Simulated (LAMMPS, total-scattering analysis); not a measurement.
# Worked example: from partials to totals in Mg25Al76Cu149

A simulated model of Mg25Al76Cu149 at 300 K, zero pressure, from classical molecular dynamics (LAMMPS) with the MEAM Al-Si-Mg-Cu-Fe potential (Jelinek et al., Phys. Rev. B 85, 245102 (2012)). The average runs over 8.0 ps of 500 atoms. It is rigid on the time of the run, a glass quenched from the melt; how it was made: 500 atoms placed at random at 4.99 g/cm^3, melted at 1830 K for 8 ps, cooled at 25 K/ps. Atom fractions Al 0.3040, Cu 0.5960, Mg 0.1000; masses Al 26.982, Cu 63.546, Mg 24.305 u; density 5.4106 g/cm³; coherent lengths Al 3.449, Cu 7.718, Mg 5.375 fm. Faber–Ziman partials at a few Q:

| Q (Å⁻¹) | S Cu–Cu | S Al–Cu | S Cu–Mg | S Al–Al | S Al–Mg | S Mg–Mg |
| --- | --- | --- | --- | --- | --- | --- |
| 2.90 | 2.510 | 3.184 | 2.764 | 4.070 | 2.051 | 1.594 |
| 3.20 | 1.964 | 1.670 | 1.200 | 0.923 | 0.537 | -0.883 |
| 5.40 | 1.351 | 1.538 | 1.387 | 1.397 | 0.969 | 0.659 |

The pair function g(AlCu), r in Å, every 0.06 Å up to its first minimum: 2.25 0.02, 2.31 0.09, 2.37 0.30, 2.43 0.84, 2.49 2.04, 2.55 3.58, 2.61 5.08, 2.67 5.42, 2.73 4.74, 2.79 3.21, 2.85 1.46, 2.91 0.66, 2.97 0.23, 3.03 0.17, 3.09 0.18.

**Tasks.** (a) The number density. (b) The neutron weights. (c) The neutron S(Q) at the listed Q. (d) The number of Cu around Al.

(a) The mean mass is 0.3040×26.982 + 0.5960×63.546 + 0.1000×24.305 = 48.506 u, so ρ₀ = 5.4106/(48.506 × 1.66054) = 0.06717 Å⁻³.

(b) ⟨b⟩ = 0.3040×3.449 + 0.5960×7.718 + 0.1000×5.375 = 6.186 fm. The weight of a pair is ci cj bi bj (2 − δij)/⟨b⟩²: Cu–Cu 0.553, Al–Cu 0.252, Cu–Mg 0.129, Al–Al 0.029, Al–Mg 0.029, Mg–Mg 0.008; they sum to 1.000.

(c) S = 1 + Σ w (Sij − 1). At 2.90 Å⁻¹: 1 + 0.835 + 0.551 + 0.228 + 0.088 + 0.031 + 0.004 = 2.737; Cu–Cu pushes up most. At 3.20 Å⁻¹: 1 + 0.533 + 0.169 + 0.026 − 0.002 − 0.014 − 0.014 = 1.698; Cu–Cu pushes up most; Mg–Mg pulls down most. At 5.40 Å⁻¹: 1 + 0.194 + 0.136 + 0.050 + 0.011 − 0.001 − 0.003 = 1.387; Cu–Cu pushes up most.

(d) n = 4πρ₀ c(Cu) Σ r² g Δr. The sum Σ r² g over the listed points is 199.5 Å², so n = 4π × 0.06717 × 0.5960 × 199.5 × 0.06 = 6.02; counting pairs in the frames up to 3.10 Å gives 6.00; the coarse grid accounts for the difference. By balance, each Cu has n c(Al)/c(Cu) = 3.07 Al.
